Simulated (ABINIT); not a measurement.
An input for ABINIT 10.8.3 (AgCl (Fm-3m)):

```
acell 3*1.0 Angstrom
rprim 
  0.000000000000 2.772662996800 2.772662996800
  2.772662996800 0.000000000000 2.772662996800
  2.772662996800 2.772662996800 0.000000000000
ntypat 2
znucl 47 17
natom 2
typat 1 2
xred 
  0.000000000000 0.000000000000 0.000000000000
  0.500000000000 0.500000000000 0.500000000000
pp_dirpath "pseudos"
pseudos "Ag.upf, Cl.upf"
ecut 37
ngkpt 4 4 4
nshiftk 1
shiftk 0 0 0
kptopt 1
chksymbreak 0
istwfk *1
occopt 1
irdwfk 1
optdriver 4
nband 82
gwcalctyp 28
ecutsigx 37
symsigma 0
nkptgw 8
kptgw 
  0.0000000000 0.0000000000 0.0000000000
  0.2500000000 0.0000000000 0.0000000000
  0.5000000000 0.0000000000 0.0000000000
  0.2500000000 0.2500000000 0.0000000000
  0.5000000000 0.2500000000 0.0000000000
  -0.2500000000 0.2500000000 0.0000000000
  0.5000000000 0.5000000000 0.0000000000
  -0.2500000000 0.5000000000 0.2500000000
bdgw 
  6 21
  6 21
  6 21
  6 21
  6 21
  6 21
  6 21
  6 21
ecuteps 5
irdscr 1
ppmodel 1
irdqps 1
indata_prefix "in"
outdata_prefix "out"
tmpdata_prefix "tmp"
```

```sh
OMP_NUM_THREADS=1 mpirun -n 8 abinit run.abi > log
```

Question: How long will it take on 8 MPI ranks of Arm Neoverse V1, shared host, and how much memory?

It took 82 s; on shared hardware allow 41 s to 2.7 min. Peak host memory was 2.8 GiB.

[Paths, hosts, dates, memory and timing lines, banners, echoed tables and standing remarks are left out of the program output.]

[Logs are printed without paths, hosts, clocks, repeated set-up lines and the standing remarks that a program may print on its own settings, such as how far it seeks lower states.]

[Runs of the session that timed out or met a known fault of the program may be left out.]

[Hosts, paths, dates, database ids (printed as entryN), source tags and the programs' standing remarks are cut or masked in the printed files.]

[G0W0 gaps are taken among the corrected bands and points alone; a level outside them can change the order at an edge.]

[Where Ansatz stands beside ABINIT at settings called matched, ABINIT's density can come from a denser mesh and the files from another edition; pairs whose starting gaps differed by over 0.03 eV were left out, so agreement reads better than it is.]
